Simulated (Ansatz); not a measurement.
# WS2 monolayer (2H): phonons and vibrational spectra

How does WS2 monolayer (2H) vibrate, and is this structure a minimum?

Method: DFT LDA, scalar-relativistic, plane waves, PAW, in Ansatz 0.2.0.

## 1. Set-up

The cell holds 3 atoms: 1 W and 2 S. Cell: a = 3.170 Å, b = 3.170 Å, c = 20.000 Å, α = 90.0°, β = 90.0°, γ = 120.0°. Vacuum lies along c.

## 2. Relaxation

Harmonic phonons are second derivatives at a point where the forces vanish, and they are wanted at zero stress, so atoms and cell are relaxed first.

The program solves this slab on a cell height of its own, 30.0 Å, in place of the one typed.

Contents of input.yaml:

```yaml
crystal:
  lattice:
    - [3.17, 0.0, 0.0]
    - [-1.585, 2.7453, 0.0]
    - [0.0, 0.0, 20.0]
  atoms:
    - { symbol: W, position: [0.333333, 0.666667, 0.5] }
    - { symbol: S, position: [0.666667, 0.333333, 0.5775] }
    - { symbol: S, position: [0.666667, 0.333333, 0.4225] }
  periodic: [true, true, false]
kpoints:
  mp_grid: { grid: [12, 12, 1] }
hamiltonian:
  xc: lda
scf:
  occupations: { method: gaussian, width: 0.02 }
output:
  forces: true
  stress: true
  eigenvalues: true
  write_density: true
  write_potential: true
  elf: true
  volumetric_format: npy
relax:
  adjacent_minimum: "off"
  f_tol: 0.005
  max_steps: 80
  cell: { stress_2d_tol: 0.02 }
```

Run with:

```
ansatz run input.yaml --threads 8 --pin off --max-ram 14336MiB --backend cpu --events-out ev --progress --plain --runs-dir out
```

Numbers of over 12 decimals in the logs are rounded to 6 here.

The program printed:

```text
Warning: crystal.periodic: the lattice vector that does not repeat stood 0.000° off the slab's normal, 20.000 Å along it as the deck builds it. The run solves the slab on a vector along the normal, 30.000 Å long, with every atom where it was (on the deck's vector they left 16.90 Å outside them, and the widest stretch free of ions among them is 1.55 Å). A fractional position that the run reports is one of the run's ce [...]
Warning: the atoms were moved onto the symmetric positions of the space group found under crystal.symmetry.tolerance 1.0e-5 (fractional; no operation is sought that the atoms, as they stand in a round, miss by more than twice it, and no atom is moved by as much as it), and the run uses the moved positions. Before a round's move an operation carried an atom to 4.23e-6 Å from where it should land, the largest such dist [...]
crystal.periodic: the lattice vector that does not repeat stood 0.000° off the slab's normal, 20.000 Å along it as the deck builds it. The run solves the slab on a vector along the normal, 30.000 Å long, with every atom where it was (on the deck's vector they left 16.90 Å outside them, and the widest stretch free of ions among them is 1.55 Å). A fractional position that the run reports is one of the run's cell, which [...]
Engine: ansatz 0.2.0, x86_64-unknown-linux-gnu
Pseudopotentials: kind: paw
Pseudopotential: W, paw, valence charge 14, recommended cutoff 420 eV (normal), W.paw.azcp
Pseudopotential: S, paw, valence charge 6, recommended cutoff 420 eV (normal), S.paw.azcp
Functional definition: SPW92
  exchange = slater_x
  correlation = pw_c
Crystal: 3 atoms, lattice volume = 261.078 Å³
Basis set: ecut = 420 eV, 5057 PW (Γ)
Bands: 17, of which v1, the nominal top of the filled ones, is band 13 counted from 1 (12 counted from 0)
Symmetry: 12 space group operations
Space group: P-6m2 (ITA 187), of the structure as read, at distance tolerance 6.4e-5 Å
k-points: 19 of 144 (time reversal used)
Non-local potential: W, projectors of the file, l = 0: 3, l = 1: 2, l = 2: 2, l = 3: 1
Non-local potential: S, projectors of the file, l = 0: 2, l = 1: 2, l = 2: 2
PAW form: soft (Blöchl's): semilocal exchange-correlation on the pseudo side does not see the compensation charge
PAW frozen core: W, regenerated for the run's functional, and the local potential with it (the file was generated under x = pbe(κ = 0.804, μ = 0.219515), c = pbe(β = 0.066725))
PAW frozen core: S, regenerated for the run's functional, and the local potential with it (the file was generated under x = pbe(κ = 0.804, μ = 0.219515), c = pbe(β = 0.066725))
PAW one-centre angular grid: W, 590 points (default); XC on 64 Gauss nodes
PAW one-centre angular grid: S, 110 points (default); XC on 64 Gauss nodes
Initial density: superposition of atomic densities (neutral atoms: chi_scale 0, normalization atom), corrected by the library's trained network
Initial wavefunctions: pseudopotential atomic-orbital guess
Functional: x = slater, c = lda
SCF iter   1: F=—  HF=-11871.581296 eV  |F-HF|=—  |Δ(HF+E_count)|=         —  Δρ=5.10e-3  dr2=1.55e-1  ethr=1.77e-3  ⟨swp⟩=16.7  Hψ=3427  notcnv=0
preconditioner: auto → none  [insulator: Δε(μ)=1.658 eV  Ē_g=8.680 eV  σ=0.020 eV  W_gap=1.00  n_scr=16 (ndim 8)  ℏωp=9.8 eV  f_vac=0.766  D(μ)=0.00/eV (n_scr^D=0)  ε∞_Penn≈2.3]
SCF iter   2: F=—  HF=-11871.646364 eV  |F-HF|=—  |Δ(HF+E_count)|=   6.51e-2  Δρ=7.35e-3  dr2=5.23e-1  ethr=5.97e-4  ⟨swp⟩=4.9  Hψ=1048  notcnv=0  recentre
SCF iter   3: F=—  HF=-11871.561072 eV  |F-HF|=—  |Δ(HF+E_count)|=   8.53e-2  Δρ=1.83e-3  dr2=4.83e-3  ethr=5.97e-4  ⟨swp⟩=3.8  Hψ=692  notcnv=0
SCF iter   4: F=—  HF=-11871.562638 eV  |F-HF|=—  |Δ(HF+E_count)|=   1.57e-3  Δρ=4.58e-4  dr2=6.15e-4  ethr=1.86e-5  ⟨swp⟩=3.7  Hψ=996  notcnv=0
SCF iter   5: F=—  HF=-11871.562589 eV  |F-HF|=—  |Δ(HF+E_count)|=   4.88e-5  Δρ=1.64e-4  dr2=6.66e-5  ethr=2.36e-6  ⟨swp⟩=3.4  Hψ=632  notcnv=0
SCF iter   6: F=—  HF=-11871.562577 eV  |F-HF|=—  |Δ(HF+E_count)|=   1.20e-5  Δρ=3.19e-5  dr2=2.56e-6  ethr=2.56e-7  ⟨swp⟩=2.8  Hψ=654  notcnv=0
SCF iter   7: F=—  HF=-11871.562577 eV  |F-HF|=—  |Δ(HF+E_count)|=   6.35e-7  Δρ=8.02e-6  dr2=1.68e-7  ethr=9.84e-9  ⟨swp⟩=3.7  Hψ=722  notcnv=0
SCF iter   8: F=-11871.562577 eV  HF=-11871.562577 eV  |F-HF|=3.95e-8  |Δ(HF+E_count)|=   1.42e-8  Δρ=4.18e-6  dr2=4.65e-8  ethr=3.85e-10  ⟨swp⟩=20.2  Hψ=3933  notcnv=0
SCF 1 converged in 8 iterations: F = -11871.562577 eV  dr2 = 4.65e-8
  greatest PAW one-centre occupation: 1.000 electrons in one spin orbital (limit 2), on the W atom at site 0 (counted from 0), in its partial waves of l = 0
relax step   1: F+E_penalty+E_count = -11871.56257740 eV  Δ(F+E_penalty+E_count) = +0.000e0 eV  max|allowed force component| = 1.187e-1 eV/Å  Δτ_max = 0.0000 Å  P = -2.833 N/m  Ω = 261.078 Å³  fix = [c, alpha, beta]  reactions: c -0.000 N/m  (8 SCF iters, dr2 threshold 1.00e-7 eV, accepted)
Crystal: 3 atoms, lattice volume = 250.595 Å³
Basis set: ecut = 420 eV, 4853 PW (Γ)
Initial density: handed on by an earlier stage of this run
Initial wavefunctions: those handed on with the density
iter 1 solved again at ethr=6.61e-5 eV; its pass at ethr=3.10e-3 eV (dr2=1.72e-2 eV) is discarded
SCF iter   1: F=—  HF=-11871.582581 eV  |F-HF|=—  |Δ(HF+E_count)|=         —  Δρ=1.38e-3  dr2=1.99e-2  ethr=6.61e-5  ⟨swp⟩=3.3  Hψ=3472  notcnv=0
preconditioner: auto → none  [insulator: Δε(μ)=1.994 eV  Ē_g=8.919 eV  σ=0.020 eV  W_gap=1.00  n_scr=16 (ndim 8)  ℏωp=10.0 eV  f_vac=0.764  D(μ)=0.00/eV (n_scr^D=0)  ε∞_Penn≈2.2]
SCF iter   2: F=—  HF=-11871.588266 eV  |F-HF|=—  |Δ(HF+E_count)|=   5.69e-3  Δρ=2.48e-3  dr2=6.13e-2  ethr=6.61e-5  ⟨swp⟩=4.4  Hψ=822  notcnv=0  recentre
SCF iter   3: F=—  HF=-11871.578911 eV  |F-HF|=—  |Δ(HF+E_count)|=   9.35e-3  Δρ=6.21e-4  dr2=1.85e-3  ethr=6.61e-5  ⟨swp⟩=4.0  Hψ=771  notcnv=0
SCF iter   4: F=—  HF=-11871.578576 eV  |F-HF|=—  |Δ(HF+E_count)|=   3.36e-4  Δρ=2.07e-4  dr2=5.05e-5  ethr=7.10e-6  ⟨swp⟩=3.1  Hψ=702  notcnv=0
SCF iter   5: F=—  HF=-11871.578563 eV  |F-HF|=—  |Δ(HF+E_count)|=   1.24e-5  Δρ=4.99e-5  dr2=7.48e-6  ethr=1.94e-7  ⟨swp⟩=3.6  Hψ=790  notcnv=0
iter 6 did not close the SCF: its close was put off until two iterations running show no level that it waits for move by more than its bar (scf_convergence_deferred on its scf_iter line)
SCF iter   6: F=-11871.578562 eV  HF=-11871.578562 eV  |F-HF|=4.59e-8  |Δ(HF+E_count)|=   1.86e-6  Δρ=1.15e-5  dr2=1.49e-7  ethr=1.15e-9  ⟨swp⟩=20.6  Hψ=4604  notcnv=0
SCF iter   7: F=-11871.578562 eV  HF=-11871.578562 eV  |F-HF|=6.15e-10  |Δ(HF+E_count)|=   2.70e-8  Δρ=9.85e-7  dr2=1.48e-9  ethr=5.75e-10  ⟨swp⟩=13.2  Hψ=3373  notcnv=0
SCF 2 converged in 7 iterations: F = -11871.578562 eV  dr2 = 1.48e-9
relax step   2: F+E_penalty+E_count = -11871.57856161 eV  Δ(F+E_penalty+E_count) = -1.598e-2 eV  max|allowed force component| = 1.464e-1 eV/Å  Δτ_max = 0.0249 Å  P = +0.908 N/m  Ω = 250.595 Å³  energy of the carried Pulay correction = +3.434e-4 eV  fix = [c, alpha, beta]  reactions: c +0.000 N/m  (7 SCF iters, dr2 threshold 3.00e-7 eV, accepted)
Crystal: 3 atoms, lattice volume = 253.900 Å³
Basis set: ecut = 420 eV, 4925 PW (Γ)
iter 1 solved again at ethr=6.07e-6 eV; its pass at ethr=3.10e-3 eV (dr2=1.58e-3 eV) is discarded
SCF iter   1: F=—  HF=-11871.583919 eV  |F-HF|=—  |Δ(HF+E_count)|=         —  Δρ=5.70e-4  dr2=1.41e-3  ethr=6.07e-6  ⟨swp⟩=4.3  Hψ=3532  notcnv=0
preconditioner: auto → none  [insulator: Δε(μ)=1.976 eV  Ē_g=8.906 eV  σ=0.020 eV  W_gap=1.00  n_scr=16 (ndim 8)  ℏωp=9.9 eV  f_vac=0.766  D(μ)=0.00/eV (n_scr^D=0)  ε∞_Penn≈2.2]
SCF iter   2: F=—  HF=-11871.583878 eV  |F-HF|=—  |Δ(HF+E_count)|=   4.06e-5  Δρ=5.18e-4  dr2=2.18e-3  ethr=5.44e-6  ⟨swp⟩=3.0  Hψ=618  notcnv=0
SCF iter   3: F=—  HF=-11871.583582 eV  |F-HF|=—  |Δ(HF+E_count)|=   2.96e-4  Δρ=2.41e-4  dr2=3.27e-4  ethr=5.44e-6  ⟨swp⟩=3.0  Hψ=680  notcnv=0
SCF iter   4: F=—  HF=-11871.583532 eV  |F-HF|=—  |Δ(HF+E_count)|=   5.07e-5  Δρ=1.08e-4  dr2=2.46e-5  ethr=1.26e-6  ⟨swp⟩=2.6  Hψ=473  notcnv=0
SCF iter   5: F=—  HF=-11871.583520 eV  |F-HF|=—  |Δ(HF+E_count)|=   1.15e-5  Δρ=2.15e-5  dr2=4.86e-7  ethr=9.45e-8  ⟨swp⟩=3.2  Hψ=656  notcnv=0
SCF iter   6: F=-11871.583520 eV  HF=-11871.583520 eV  |F-HF|=8.17e-8  |Δ(HF+E_count)|=   9.84e-8  Δρ=5.53e-6  dr2=9.89e-8  ethr=1.15e-9  ⟨swp⟩=20.9  Hψ=4137  notcnv=0
SCF 3 converged in 6 iterations: F = -11871.583520 eV  dr2 = 9.89e-8
relax step   3: F+E_penalty+E_count = -11871.58352016 eV  Δ(F+E_penalty+E_count) = -4.959e-3 eV  max|allowed force component| = 2.010e-2 eV/Å  Δτ_max = 0.0156 Å  P = -0.001 N/m  Ω = 253.900 Å³  energy of the carried Pulay correction = +2.336e-4 eV  fix = [c, alpha, beta]  reactions: c -0.000 N/m  (6 SCF iters, dr2 threshold 3.00e-7 eV, accepted)
[...]
relax step   4: F+E_penalty+E_count = -11871.58354883 eV  Δ(F+E_penalty+E_count) = -2.867e-5 eV  max|allowed force component| = 8.058e-4 eV/Å  Δτ_max = 0.0013 Å  P = -0.004 N/m  Ω = 253.786 Å³  energy of the carried Pulay correction = +2.374e-4 eV  fix = [c, alpha, beta]  reactions: c -0.000 N/m  (5 SCF iters, dr2 threshold 2.52e-8 eV, accepted)
Initial wavefunctions: pseudopotential atomic-orbital guess (no wavefunctions were taken with the density)
iter 1 solved again at ethr=2.43e-7 eV; its pass at ethr=3.10e-3 eV (dr2=6.32e-5 eV) is discarded
SCF iter   1: F=—  HF=-11871.583330 eV  |F-HF|=—  |Δ(HF+E_count)|=         —  Δρ=1.58e-5  dr2=8.23e-8  ethr=2.43e-7  ⟨swp⟩=6.7  Hψ=5144  notcnv=0
preconditioner: auto → none  [insulator: Δε(μ)=1.987 eV  Ē_g=8.904 eV  σ=0.020 eV  W_gap=1.00  n_scr=16 (ndim 8)  ℏωp=9.9 eV  f_vac=0.765  D(μ)=0.00/eV (n_scr^D=0)  ε∞_Penn≈2.2]
SCF iter   2: F=—  HF=-11871.583325 eV  |F-HF|=—  |Δ(HF+E_count)|=   4.83e-6  Δρ=7.82e-6  dr2=2.37e-8  ethr=3.16e-10  ⟨swp⟩=4.9  Hψ=1006  notcnv=0
SCF iter   3: F=—  HF=-11871.583325 eV  |F-HF|=—  |Δ(HF+E_count)|=   2.64e-8  Δρ=4.06e-6  dr2=1.39e-7  ethr=9.11e-11  ⟨swp⟩=3.5  Hψ=737  notcnv=0  recentre
SCF iter   4: F=—  HF=-11871.583325 eV  |F-HF|=—  |Δ(HF+E_count)|=   2.20e-8  Δρ=5.10e-7  dr2=6.00e-10  ethr=9.11e-11  ⟨swp⟩=3.4  Hψ=707  notcnv=0
SCF iter   5: F=—  HF=-11871.583325 eV  |F-HF|=—  |Δ(HF+E_count)|=  7.64e-11  Δρ=2.69e-7  dr2=4.80e-11  ethr=2.31e-12  ⟨swp⟩=3.2  Hψ=658  notcnv=0
SCF iter   6: F=-11871.583325 eV  HF=-11871.583325 eV  |F-HF|=0.00e0  |Δ(HF+E_count)|=    0.00e0  Δρ=4.70e-8  dr2=2.55e-12  ethr=1.00e-12  ⟨swp⟩=11.9  Hψ=2875  notcnv=0
SCF 5 converged in 6 iterations: F = -11871.583325 eV  dr2 = 2.55e-12
relax step   5: F+E_penalty+E_count = -11871.58332483 eV  Δ(F+E_penalty+E_count) = +2.240e-4 eV  max|allowed force component| = 6.887e-4 eV/Å  Δτ_max = 0.0000 Å  P = -0.005 N/m  Ω = 253.786 Å³  fix = [c, alpha, beta]  reactions: c -0.000 N/m  stress off target by 5.44e-3 N/m on what of the cell is left free  SCF on the basis re-selected at this cell (its energy is not comparable with the rows above)  (6 SCF iters)
basis re-selected at this cell: Δ(F+E_penalty+E_count) = +2.240e-4 eV, ΔP = -0.001 N/m vs the last step (what re-selecting the basis moved, of the pressure what is left beyond the Pulay correction that the steps carried, after the strain that the cell walked since its last selection, with what the two solves' SCF thresholds leave and, on support functions, any second-order correction that the steps lacked; it is no m [...]
WARN: The output density's exchange-correlation potential varies sharply where the density is thin. Do not read a vacuum level from v_tot or v_xc, or from such a field of the output density. On a cell that repeats whose density bears no net charge and no dipole along the vacuum's axis use v_es (v_loc + v_h of the components); under efield.dipole_correction with no amplitude use v_es + v_field, which holds any externa [...]
SCF converged after 6 iterations
Free energy (F): -11871.583325 eV
Harris-Foulkes:  -11871.583325 eV  (|F-HF|=0.00e0)
Internal energy: -11871.583325 eV  (E = F + TS)
E sigma→0 (E₀):  -11871.583325 eV
Fermi energy:    -4.952135 eV
--- Per-component energies (eV) ---
  E_band       = -628.349253
  E_kinetic    = 669.979635
  E_local      = -45491.842207  (includes V_loc(G=0)·N_el)
  E_nonlocal   = 65.256724
  E_hartree    = 22343.345150
  E_xc         = -459.451214
  E_vxc        = -416.833703  (∫ρ·V_xc dr)
  E_paw        = -9447.479325  (= ΣΔE_a)
  E_vpaw       = -141.599901  (= ΣTr[D̂ρ^β])
  E_aug_tail   = -0.000067  (compensation charges beyond the density's cutoff)
  E_ewald      = 20448.018431
  E_core_change = 0.589548  (= ΣΔE_core)
  E_smearing   = -0.000000  (= −TS)
  E_closure    = 0.000000  (closes the sum)
  Σ components = -11871.583325   (vs F -11871.583325, Δ=0.00e0)
--- Forces (eV/Å), atoms counted from 1 ---
  atom   1  W      0.00000000     0.00000000     0.00000000
  atom   2  S      0.00000000    -0.00000000    -0.00068872
  atom   3  S     -0.00000000    -0.00000000     0.00068872
  max |Σ_I F_I| component: 9.54e-18 eV/Å
--- 2D stress c σ (N/m, compression-positive) ---
       -0.005442      -0.000000       0.000000
       -0.000000      -0.005442       0.000000
        0.000000       0.000000      -0.000000
  P = ½ c Tr σ = -0.0054 N/m
--- Band table (eV; the first three rows and the last of 19) ---
  k-point 0: bands = [... 9 lower, -8.1465, -7.5029, -7.5029, -6.1015, -2.8921, -2.8921, -2.6980, -2.6980]
  k-point 1: bands = [... 9 lower, -8.5478, -7.6961, -7.3078, -6.1436, -3.0351, -3.0100, -2.8133, -2.6634]
  k-point 2: bands = [... 9 lower, -8.3492, -8.1441, -7.2979, -6.3760, -3.5344, -3.0613, -3.0165, -2.1436]
  k-point 18: bands = [... 9 lower, -9.8078, -9.2482, -8.3238, -5.9455, -3.9588, -2.6497, -1.7063, -0.0578]
--- Relaxed structure (4 steps of the walk, 4 accepted, 1 SCFs on fresh bases) ---
  F+E_penalty+E_count = -11871.58332483 eV   max|allowed force component| = 6.887e-4 eV/Å   (the final SCF, on the basis selected at the relaxed cell)
  cell:  # Å, volume = 253.7859 Å³
    - [3.125416, 0.0, 0]
    - [-1.562708, 2.706689, 0]
    - [0, 0, 30.0]
  atoms:
    - { symbol: W, position: [0.333333, 0.666667, 0.333333] }
    - { symbol: S, position: [0.666667, 0.333333, 0.385352] }
    - { symbol: S, position: [0.666667, 0.333333, 0.281315] }
```

Run time: 14 s. Hardware: 8 threads of AMD EPYC 7R43, shared host; peak memory 0.69 GiB.

Step by step:

```
step  energy less that of the first step (eV)  largest force component (eV/Å)  volume (Å³)
   1                                   0.0000                          0.1187       261.08
   2                                  -0.0160                          0.1464       250.59
   3                                  -0.0209                          0.0201       253.90
   4                                  -0.0210                          0.0008       253.79
  5*                                  -0.0207                          0.0007       253.79
```

Relaxation steps marked * repeat the geometry before them on a plane-wave basis chosen anew for their cell, so energy and pressure can jump there.

Forces are held to the 12 operations that the run works with; a distortion that breaks them can't arise in this run.

| cell as run | before | after | change |
| --- | --- | --- | --- |
| a (Å) | 3.170 | 3.125 | -1.4 % |
| b (Å) | 3.170 | 3.125 | -1.4 % |

The atoms that moved most (Å, along periodic axes as changes of fractional coordinates times the final cell, across vacuum about the mean position):

```
atom     dx     dy      dz  length
  S2  0.000  0.000   0.011   0.011
  S3  0.000  0.000  -0.011   0.011
```

The relaxed structure:

```xyz
3
Lattice="3.1254 0.0000 0.0000 -1.5627 2.7067 0.0000 0.0000 0.0000 30.0000" Properties=species:S:1:pos:R:3
W     0.0000    1.8045   10.0000
S     1.5627    0.9022   11.5605
S     1.5627    0.9022    8.4395
```

This step gave:

```
gap on the k-mesh  : 1.987 eV
direct gap on mesh : 1.987 eV
area per atom      : 2.82 Å²
```

Electrostatic potential energy in the ac plane at fractional y = 0.333, with atoms of S within 0.2 Å of it. With pseudopotentials it is smooth inside the atoms' cores, unlike the true potential.

Values in eV, 24 rows by 16 columns, each cell a mean:
```
  0   0   0   0   0   0   0   0   0   0   0   0   0   0   0   0
  0   0   0   0   0   0   0   0   0   0   0   0   0   0   0   0
  0   0   0   0   0   0   0   0   0   0   0   0   0   0   0   0
  0   0   0   0   0   0   0   0   0   0   0   0   0   0   0   0
  0   0   0   0   0   0   0   0   0   0   0   0   0   0   0   0
  0   0   0   0   0   0   0   0   0   0   0   0   0   0   0   0
  0   0   0   0   0   0   0   0   0   0   0   0   0   0   0   0
  0   0   0   0   0   0   0   0   0   0   0   0   0   0   0   0
  0   0   0   0   0   0   0   0   0   0   0   0   0   0   0   0
  0   0   0   0   0   0   0   0   0   0   0   0   0   0   0   0
  0   0   0   0   0   0   0   0   0   0   0   0   0   0   0   0
  0   0   0   0   0   0   0   0   0   0   0   0   0   0   0   0
  0   0   0   0   0   0   0   0   0   0   0   0   0   0   0   0
 -1  -1   0   0  -1  -1  -1  -1  -2  -3  -3  -3  -3  -2  -2  -1
 -7  -4  -3  -3  -4  -6 -11 -23 -30 -32 -33 -33 -33 -31 -27 -14
-13 -15 -18 -18 -17 -14 -12 -12 -14 -15 -16 -16 -16 -14 -12 -11
-11 -12 -14 -14 -13 -12 -11 -14 -18 -20 -21 -21 -20 -19 -15 -12
 -6  -3  -2  -2  -3  -5  -9 -20 -26 -28 -29 -29 -29 -27 -23 -12
  0   0   0   0   0   0  -1  -1  -1  -1  -1  -1  -1  -1  -1  -1
  0   0   0   0   0   0   0   0   0   0   0   0   0   0   0   0
  0   0   0   0   0   0   0   0   0   0   0   0   0   0   0   0
  0   0   0   0   0   0   0   0   0   0   0   0   0   0   0   0
  0   0   0   0   0   0   0   0   0   0   0   0   0   0   0   0
  0   0   0   0   0   0   0   0   0   0   0   0   0   0   0   0
```
Columns run along a (3.1 Å; values clipped at the 3rd and 97th percentile), rows up along c (30.0 Å). Atoms in or near the plane, at fractional coordinates: S at (0.67, 0.39), S at (0.67, 0.28).

Valence density in the ac plane at fractional y = 0.333, with atoms of S within 0.2 Å of it. It is the smooth field of the valence electrons, not physical close to the nuclei.

Ten even steps from '0' (0.0 e/Å³) to '9' (1.0 e/Å³), each cell a mean:
```
0000000000000000
0000000000000000
0000000000000000
0000000000000000
0000000000000000
0000000000000000
0000000000000000
0000000000000000
0000000000000000
0000000000000000
0000000000000000
0000000000000000
0000000000000000
0000000011111100
3211124799768985
4556554556666554
4444445677667765
2111124688768874
0000000000000000
0000000000000000
0000000000000000
0000000000000000
0000000000000000
0000000000000000
```
Columns run along a (3.1 Å), rows up along c (30.0 Å). Atoms in or near the plane, at fractional coordinates: S at (0.67, 0.39), S at (0.67, 0.28).

ELF in the ac plane at fractional y = 0.333, with atoms of S within 0.2 Å of it. It is the smooth field of the valence electrons, not physical close to the nuclei.

Ten even steps from '0' (0.00) to '9' (0.85), each cell a mean:
```
0000000000000000
0000000000000000
0000000000000000
0000000000000000
0000000000000000
0000000000000000
0000000000000000
0000000000000000
0000000000000000
0000000000000000
0000000000000000
0000000000000000
0000000001111000
3100024689999875
7421369997546899
3322334555555654
4322345676556666
7411369997667999
2000013567888764
0000000000000000
0000000000000000
0000000000000000
0000000000000000
0000000000000000
```
Columns run along a (3.1 Å), rows up along c (30.0 Å). Atoms in or near the plane, at fractional coordinates: S at (0.67, 0.39), S at (0.67, 0.28).

(Part 1 of 3 ends here.)

[Logs are printed without paths, hosts, clocks, repeated set-up lines and the standing remarks that a program may print on its own settings, such as how far it seeks lower states.]

[Hosts, paths, dates, database ids (printed as entryN), source tags and the programs' standing remarks are cut or masked in the printed files.]
